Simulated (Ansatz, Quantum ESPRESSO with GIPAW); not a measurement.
# 119Sn and 17O NMR of SnO2 (Cassiterite), calculated, part 2 of 2

Aim: the magnetic shielding tensor of every site in SnO2 (Cassiterite) and the field gradients at its nuclei.

**The experiment to be reproduced.** 119Sn span 134 ppm, in “207Pb and 119Sn Solid-State NMR and Relativistic Density Functional Theory Studies of the Historic Pigment Lead−Tin Yellow Type I and Its Reactivity in Oil Pain” (Catalano et al., J. Phys. Chem. A 118, 7952, 2014). 119Sn span 136 ppm, in “Spin–orbit effects on the 119Sn magnetic-shielding tensor in solids: a ZORA/DFT investigation” (2016; doi:10.1039/c6cp03807g), quoting earlier work.

Quantum ESPRESSO with GIPAW; PBE.

So far. Step 3 (Shieldings): In this run the largest span among the lighter atoms is that of O (site symmetry m2m), with principal values 63.9, 128.5 and 159.9 ppm. Step 4 (Field gradients): Among nuclei of half-integer spin the second-order effect is largest for 17O on O (spin 5/2, C_Q 6.72 MHz): at 9.4 T it moves the centre of gravity of the MAS line by -93 ppm from δ_iso, and by a quarter of that at twice the field, by δ_Q = −(3/40)(C_Q/ν0)²(1 + η²/3)[I(I+1) − 3/4]/[I²(2I−1)²] × 10⁶ ppm with ν0 = 54.3 MHz.

## Step 5: Sites, surroundings and shifts (continued)

Simulated spectrum: 17O fast MAS, 9.4 T (54.3 MHz), central transition to second order, lines broadened by 3.0 ppm; the axis counts ppm from the isotropic position of O, as −Δσ; rigid lattice, with dipolar and J couplings and satellite transitions left out.

```csv
offset (ppm),intensity
-3.8,0.00
-11.5,0.00
-19.1,0.01
-26.8,0.50
-33.9,0.61
-41.6,0.90
-43.3,1.00
-49.2,0.67
-56.3,0.54
-64.0,0.47
-71.7,0.43
-78.8,0.41
-86.4,0.40
-94.1,0.40
-101.8,0.40
-108.9,0.41
-116.5,0.43
-124.2,0.48
-131.3,0.59
-136.6,0.86
-139.0,0.72
-146.7,0.46
-153.7,0.25
-161.4,0.07
-169.1,0.07
-176.8,0.06
-183.9,0.06
-191.5,0.06
-199.2,0.06
-206.3,0.06
-214.0,0.06
-221.6,0.05
-228.7,0.05
-236.4,0.00
-244.1,0.00
-251.2,0.00
```

Most prominent maxima (ppm: height): -43.3: 1.00, -136.6: 0.86.

## Step 6: Other settings and structures

Each row names what was changed: another functional shows how far the paramagnetic term hangs on the exchange-correlation form; another mesh tests the sampling of the zone.

Changes of σ_iso (ppm) against the run above (PBE, cutoffs 55 and 330 Ry, mesh 9×9×14, 1.9 h). Times are CPU times of pw.x and gipaw.x together, on 4 MPI ranks of Arm Neoverse V1, shared host; on a shared host they are rough.

```tsv
run	CPU time	f-sum miss	Sn	O
LDA	1.9 h	0.0028	-109.1	-23.3
mesh 6×6×9 (coarse on purpose)	33 min	0.0013	+0.9	+2.3
```

The largest move is -109.1 ppm, on Sn, from LDA.

## Step 7: A bad input

One more run, with a slip of the kind that is easily made.

File scf.in:

```
&control
  calculation = 'scf'
  prefix = 'x'
  outdir = './tmp/'
  pseudo_dir = './'
/
&system
  ibrav = 0
  nat = 6
  ntyp = 2
  ecutwfc = 55
  ecutrho = 330
  nbnd = 26
/
&electrons
  conv_thr = 1.0d-10
  mixing_beta = 0.7
  electron_maxstep = 3
/
ATOMIC_SPECIES
  Sn 118.710 Sn.pbe-dn-kjpaw_psl.1.0.0-gipaw.UPF
  O 15.999 O.pbe-n-kjpaw_psl.1.0.0-gipaw.UPF
CELL_PARAMETERS angstrom
  4.73800000 0.00000000 0.00000000
  0.00000000 4.73800000 0.00000000
  0.00000000 0.00000000 3.18650000
ATOMIC_POSITIONS crystal
  Sn 0.50000000 0.50000000 0.50000000
  Sn 0.00000000 0.00000000 -0.00000000
  O 0.80529112 0.19470888 0.50000000
  O 0.69470888 0.69470888 -0.00000000
  O 0.19470888 0.80529112 0.50000000
  O 0.30529112 0.30529112 -0.00000000
K_POINTS automatic
  9 9 14 1 1 1
```

The run is started by

```
$ mpirun -np 4 pw.x -nk 4 -in scf.in > scf.out
```

The log of the run:

```text
[banner, memory and clock lines left out]
using ibrav=0 with symmetry is DISCOURAGED, use correct ibrav instead

     bravais-lattice index     =            0
     lattice parameter (alat)  =       8.9535  a.u.
     unit-cell volume          =     482.7259 (a.u.)^3
     number of atoms/cell      =            6
     number of atomic types    =            2
     number of electrons       =        52.00
     number of Kohn-Sham states=           26
     kinetic-energy cutoff     =      55.0000  Ry
     charge density cutoff     =     330.0000  Ry
     scf convergence threshold =      1.0E-10
     mixing beta               =       0.7000
     number of iterations used =            8  plain     mixing
     Exchange-correlation= SLA-PW-PBX-PBC
                           (   1   4   3   4   0   0   0)
[...]
Sn               14.00   118.71000     Sn( 1.00)
     O                 6.00    15.99900     O ( 1.00)

     16 Sym. Ops., with inversion, found ( 8 have fractional translation)
[...]
number of k points=   105

     Number of k-points >= 100: set verbosity='high' to print them.

     Dense  grid:    48943 G-vectors     FFT dimensions: (  54,  54,  36)

     Smooth grid:    26657 G-vectors     FFT dimensions: (  48,  48,  30)

     Check: negative core charge=   -0.000003

     Initial potential from superposition of free atoms

     starting charge      51.9972, renormalised to      52.0000
     Starting wfcs are   34 randomized atomic wfcs

     Self-consistent Calculation

     iteration #  1     ecut=    55.00 Ry     beta= 0.70
     Davidson diagonalization with overlap
     ethr =  1.00E-02,  avg # of iterations =  1.0

     total energy              =   -1049.79246314 Ry
     estimated scf accuracy    <       1.83398706 Ry

     iteration #  2     ecut=    55.00 Ry     beta= 0.70
     Davidson diagonalization with overlap
     ethr =  3.53E-03,  avg # of iterations =  6.0

     total energy              =   -1050.62902463 Ry
     estimated scf accuracy    <       1.61150873 Ry

     iteration #  3     ecut=    55.00 Ry     beta= 0.70
     Davidson diagonalization with overlap
     ethr =  3.10E-03,  avg # of iterations =  2.0

     total energy              =   -1050.50662233 Ry
     estimated scf accuracy    <       0.35381621 Ry

     End of self-consistent calculation

     convergence NOT achieved after   3 iterations: stopping

     XML data file, charge density
```

It took 17 s on 4 MPI ranks of Arm Neoverse V1, shared host; peak memory 0.54 GiB.

The SCF did not converge, so no response was computed. The fault: too few SCF iterations. 

## Step 8: Calculated and measured

```tsv
quantity	site	measured	calculated	difference
119Sn span (ppm)	Sn	134	114.4	-19.6
119Sn span (ppm)	Sn	136	114.4	-21.6
```

## Step 9: Outcome

| Quantity | Value |
| --- | --- |
| 119Sn shielding without shape term | 3016 ppm |
| 17O shielding without shape term | 117.4 ppm |
| 17O size of C_Q | 6.72 MHz |

What this shows: 119Sn has one site (SnO6), with isotropic shielding 3016 ppm (shape term left out). A shift needs a reference, δ = σ_ref − σ, fixed on measured compounds; for 119Sn of this kind at this level too few were at hand, or they scattered too widely about a line, so none is given. A finer mesh and a higher cutoff were not carried through on these files. The cheaper run with mesh 6×6×9 takes about 30 % of the time and is off by 0.86 ppm on Sn, and by 2.3 ppm at most. The largest change with the functional is 109.1 ppm in absolute shielding; part of that drops out once each functional has its own reference line. Spin-orbit coupling is missing, which matters for Sn and for the light atoms bound to such centres. The scalar-relativistic files are used with non-relativistic response operators, which weighs most on the heavy atoms' own shieldings. In PBE checks against another PAW code, field gradients made this way came out (cores as stored) 4 to 9 % larger on O (three silicas and corundum) and 6 % smaller on Al (corundum alone). This build of gipaw.x prints that it is not audited and that its numbers are no references by themselves. It also reports spline_ps as false although the input sets it; why was not traced. Without spin-orbit coupling, gradients at and beside the heavy atoms are unsure.

[Banner, clock, file and message-heading lines were taken out of the pw.x and gipaw.x logs.]

[Logs are printed without paths, hosts, clocks, repeated set-up lines and the standing remarks that a program may print on its own settings, such as how far it seeks lower states.]

[Hosts, paths, dates, database ids (printed as entryN), source tags and the programs' standing remarks are cut or masked in the printed files.]

[Where no reference line passes its bar on scatter, no shift is given, so a measured shift of this compound may stand uncompared.]
